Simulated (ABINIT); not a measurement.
An input for ABINIT 10.8.3 (AlGaAs2 (zincblende [001] superlattice) (P-4m2)):

The structure was built from a prototype and need not be the compound's stable phase.

```
acell 3*1.0 Angstrom
rprim 
  4.012070640132 0.000000000000 0.000000000000
  0.000000000000 4.012070640132 0.000000000000
  0.000000000000 0.000000000000 11.307870973057
ntypat 3
znucl 31 33 13
natom 8
typat 1 2 1 2 3 2 3 2
xred 
  0.000000000000 0.000000000000 0.062888263453
  0.500000000000 0.000000000000 0.187500000000
  0.500000000000 0.500000000000 0.312111736547
  0.000000000000 0.500000000000 0.437186699053
  0.000000000000 0.000000000000 0.562163356889
  0.500000000000 0.000000000000 0.687500000000
  0.500000000000 0.500000000000 0.812836643111
  0.000000000000 0.500000000000 0.937813300947
pp_dirpath "pseudos"
pseudos "Ga.upf, As.upf, Al.upf"
ecut 45
ngkpt 4 4 1
nshiftk 1
shiftk 0 0 0
kptopt 1
chksymbreak 0
istwfk *1
occopt 1
irdwfk 1
optdriver 3
nband 182
ecuteps 4
inclvkb 2
awtr 1
symchi 1
indata_prefix "in"
outdata_prefix "out"
tmpdata_prefix "tmp"
```

```sh
OMP_NUM_THREADS=1 mpirun -n 4 abinit run.abi > log
```

**Question.** How long will it take on 4 MPI ranks of Arm Neoverse V1, shared host, and how much memory?

It took 9.4 min; on shared hardware allow 4.7 min to 19 min. Peak host memory was 7.1 GiB.

[Paths, hosts, dates, memory and timing lines, banners, echoed tables and standing remarks are left out of the program output.]

[Logs are printed without paths, hosts, clocks, repeated set-up lines and the standing remarks that a program may print on its own settings, such as how far it seeks lower states.]

[Runs of the session that timed out or met a known fault of the program may be left out.]

[Hosts, paths, dates, database ids (printed as entryN), source tags and the programs' standing remarks are cut or masked in the printed files.]

[G0W0 gaps are taken among the corrected bands and points alone; a level outside them can change the order at an edge.]

[Where Ansatz stands beside ABINIT at settings called matched, ABINIT's density can come from a denser mesh and the files from another edition; pairs whose starting gaps differed by over 0.03 eV were left out, so agreement reads better than it is.]
